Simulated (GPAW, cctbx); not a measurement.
# Ca3MgO4: what bonding does to one electron reflection, worked out

Ca3MgO4, Pm-3m (no. 221), a = 4.7286 Å, b = 4.7286 Å, c = 4.7286 Å, α = 90.00°, β = 90.00°, γ = 90.00°.

```
atom  mult.    x    y    z
 Ca1      3    0    0  1/2
 Mg1      1  1/2  1/2  1/2
  O1      3  1/2    0  1/2
  O2      1    0    0    0
```

The cell is our own: ordered rocksalt alloy in the eight-atom cube, 3 of 4 Mg sites given to Ca.

A DFT run (GPAW, PBE, 600 eV, 5×5×5 k-points, Fermi–Dirac width 0.02 eV) gives the static X-ray structure factor of 010 as 7.152 e for the conventional cell; superposed free atoms give 6.801 e. **Problem.** Find the Fourier component V of the crystal potential and the two-beam extinction distance at 200 kV in both cases.

### 1. Geometry

The cell volume is Ω = 105.73 Å³ and d(010) = 4.7286 Å, so g = 1/d = 0.2115 Å⁻¹.

### 2. The nuclei

Electrons feel nuclei as well as electrons, so the nuclear charges are summed with the same phases.

Phase sums Σ exp(2πi h·x), turned so that the total is real and positive: Ca +1.000, Mg -1.000, O 0.000. Then F_Z = 20 × (+1.000) + 12 × (-1.000) + 8 × (0.000) = 8.00 e. The electron term has the same sign for this reflection.

### 3. Mott–Bethe

Poisson's equation, term by term, gives V = (e/4πε₀)(F_Z − F)/(πΩg²), with e/4πε₀ = 14.3996 V Å.

The prefactor is 14.3996 × 4.7286²/(π × 105.73) = 0.96930 V per electron. Free atoms: (8.00 − 6.801) × 0.96930 = 1.162 V. Crystal: (8.00 − 7.152) × 0.96930 = 0.822 V. F changes by +5.16 % and V by -29.3 %: the same 0.35 e is measured against F_Z − F = 1.2 e in place of F = 6.8 e.

### 4. Extinction distance

In the two-beam case ξ = 1/(λU) with U = 2γm₀eV/h², that is ξ = 150.41 V Å²/(γλV).

At 200 kV, λ = 0.02508 Å and γ = 1.3914. Free atoms: ξ = 3709 Å. Crystal: ξ = 5244 Å. The thickness fringes go as sin²(πt/ξ), so the two patterns slip by a quarter of a period when t|1/ξ₁ − 1/ξ₀| = 1/4, at t ≈ 317 nm. Thermal motion, absorption and many-beam coupling, left out here, change a real pattern.

### 5. Answer

V(010) is 0.82 V against 1.16 V, and ξ is 5244 against 3709 Å. Limits: static atoms, two beams.

[Outputs are excerpts: Python notices, other lines and further rows are left out; steps that failed or that the build refused (PBEsol, TPSS) are not shown.]

[Logs are printed without paths, hosts, clocks, repeated set-up lines and the standing remarks that a program may print on its own settings, such as how far it seeks lower states.]
